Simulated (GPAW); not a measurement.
Computed O K edges (GPAW, LDA, excited-electron core hole (neutral cell), supercells with 6.6 to 6.9 Å between holes, Gaussian full width 0.9 eV up to 4 eV, rising linearly to 3.5 eV at 25 eV, without spin-orbit coupling) of these absorbers are given in random order:
A. LaTiO3 (Pm-3m): 2 Ti at 1.96 Å (linear, site symmetry 4/mmm)
B. Ti4O5 (I4/m): 4 Ti at 2.01 Å (square planar, site symmetry 4/m)
C. Ti2O (P-3m1): 6 Ti at 2.14 Å (octahedral, site symmetry -3m)

Energy from 526.5 eV of photon energy (total-energy differences, less 8.8 eV, the free-atom term for the hole's spin); mean of 1 over the first 20 eV. In the free atom LDA prices this hole about 4 eV below PBE, which is itself good to a few eV.

| E (eV) | spectrum 1 | spectrum 2 | spectrum 3 |
| --- | --- | --- | --- |
| -2.0 | 0.00 | 0.00 | 0.00 |
| -1.5 | 0.00 | 0.00 | 0.00 |
| -1.0 | 0.00 | 0.00 | 0.00 |
| -0.5 | 0.01 | 0.07 | 0.00 |
| 0.0 | 0.16 | 0.52 | 0.02 |
| 0.5 | 1.15 | 1.49 | 0.24 |
| 1.0 | 2.33 | 2.13 | 1.21 |
| 1.5 | 1.98 | 1.55 | 2.63 |
| 2.0 | 1.09 | 1.00 | 2.53 |
| 2.5 | 1.18 | 1.63 | 1.71 |
| 3.0 | 1.79 | 2.06 | 1.46 |
| 3.5 | 1.63 | 1.91 | 1.46 |
| 4.0 | 1.64 | 1.70 | 1.53 |
| 4.5 | 1.13 | 1.17 | 1.39 |
| 5.0 | 0.41 | 0.80 | 0.86 |
| 5.5 | 0.36 | 0.60 | 0.61 |
| 6.0 | 0.64 | 0.40 | 0.66 |
| 6.5 | 0.93 | 0.35 | 0.75 |
| 7.0 | 1.15 | 0.44 | 0.92 |
| 7.5 | 1.30 | 0.56 | 1.10 |
| 8.0 | 1.28 | 0.58 | 1.09 |
| 8.5 | 1.16 | 0.49 | 0.89 |
| 9.0 | 1.14 | 0.49 | 0.68 |
| 9.5 | 1.20 | 0.62 | 0.58 |
| 10.0 | 1.23 | 0.88 | 0.62 |
| 10.5 | 1.23 | 1.25 | 0.85 |
| 11.0 | 1.22 | 1.59 | 1.25 |
| 11.5 | 1.21 | 1.69 | 1.65 |
| 12.0 | 1.15 | 1.56 | 1.76 |
| 12.5 | 1.01 | 1.37 | 1.55 |
| 13.0 | 0.83 | 1.21 | 1.23 |
| 13.5 | 0.66 | 1.06 | 0.98 |
| 14.0 | 0.51 | 0.89 | 0.83 |
| 14.5 | 0.41 | 0.73 | 0.70 |
| 15.0 | 0.36 | 0.63 | 0.59 |
| 15.5 | 0.37 | 0.61 | 0.50 |
| 16.0 | 0.47 | 0.65 | 0.46 |
| 16.5 | 0.63 | 0.71 | 0.45 |
| 17.0 | 0.80 | 0.76 | 0.47 |
| 17.5 | 0.92 | 0.79 | 0.50 |
| 18.0 | 0.95 | 0.80 | 0.53 |
| 18.5 | 0.89 | 0.78 | 0.56 |
| 19.0 | 0.79 | 0.72 | 0.59 |
| 19.5 | 0.68 | 0.65 | 0.60 |
| 20.0 | 0.59 | 0.57 | 0.61 |
| 20.5 | 0.52 | 0.52 | 0.60 |
| 21.0 | 0.48 | 0.47 | 0.60 |
| 21.5 | 0.44 | 0.43 | 0.61 |
| 22.0 | 0.42 | 0.40 | 0.63 |
| 22.5 | 0.41 | 0.38 | 0.66 |
| 23.0 | 0.42 | 0.37 | 0.70 |
| 23.5 | 0.45 | 0.38 | 0.73 |
| 24.0 | 0.49 | 0.40 | 0.77 |
| 24.5 | 0.55 | 0.44 | 0.79 |
| 25.0 | 0.62 | 0.50 | 0.82 |
| 25.5 | 0.69 | 0.57 | 0.84 |
| 26.0 | 0.78 | 0.65 | 0.87 |
| 26.5 | 0.87 | 0.74 | 0.91 |
| 27.0 | 0.97 | 0.83 | 0.97 |
| 27.5 | 1.10 | 0.91 | 1.03 |
| 28.0 | 1.24 | 0.97 | 1.09 |
| 28.5 | 1.41 | 1.02 | 1.13 |
| 29.0 | 1.57 | 1.04 | 1.14 |
| 29.5 | 1.71 | 1.05 | 1.13 |
| 30.0 | 1.81 | 1.05 | 1.10 |

**Question.** Which spectrum belongs to which crystal?

Spectrum 1 is B (rising edge 526.8 eV, maxima 0.5 eV (2.40) and 2.5 eV (1.81) above its zero). Spectrum 2 is A (rising edge 526.6 eV, maxima 1.0 eV (2.13) and 3.0 eV (2.06) above its zero). Spectrum 3 is C (rising edge 527.3 eV, maxima 0.9 eV (2.83) and 11.1 eV (1.77) above its zero). After the best relative shift (up to 4 eV allowed) the most alike pair, Ti2O (P-3m1) and Ti4O5 (I4/m), differs by 28 % r.m.s., the least alike, Ti4O5 (I4/m) and LaTiO3 (Pm-3m), by 34 %. Between 0 and 20 eV on the axis shown, these two part most near 7.4 eV, where Ti4O5 (I4/m) is higher by 0.7. The rising edges span 0.7 eV, lowest for LaTiO3 (Pm-3m).

 Lifetime broadening is put in by hand, and intensities beyond about 20 eV depend on it. Meshes are coarse enough for small ripples in Ti4O5 (I4/m) and Ti2O (P-3m1). An odd electron count makes a spin-paired run metallic (right for a metal, not for a magnetic or distorted insulator) in LaTiO3 (Pm-3m). No gap over 0.35 eV is found on the unit cell's mesh (right for a metal, a fault of the functional for a small-gap or correlated insulator) in LaTiO3 (Pm-3m), Ti4O5 (I4/m) and Ti2O (P-3m1). Ti4O5 (I4/m) has several inequivalent sites of the absorber; only the listed one is shown, while a measurement adds them all. The structures are entries of the Crystallography Open Database and the Materials Project (computed), used as given.

[Hosts, paths, dates, database ids (printed as entryN), source tags and the programs' standing remarks are cut or masked in the printed files.]
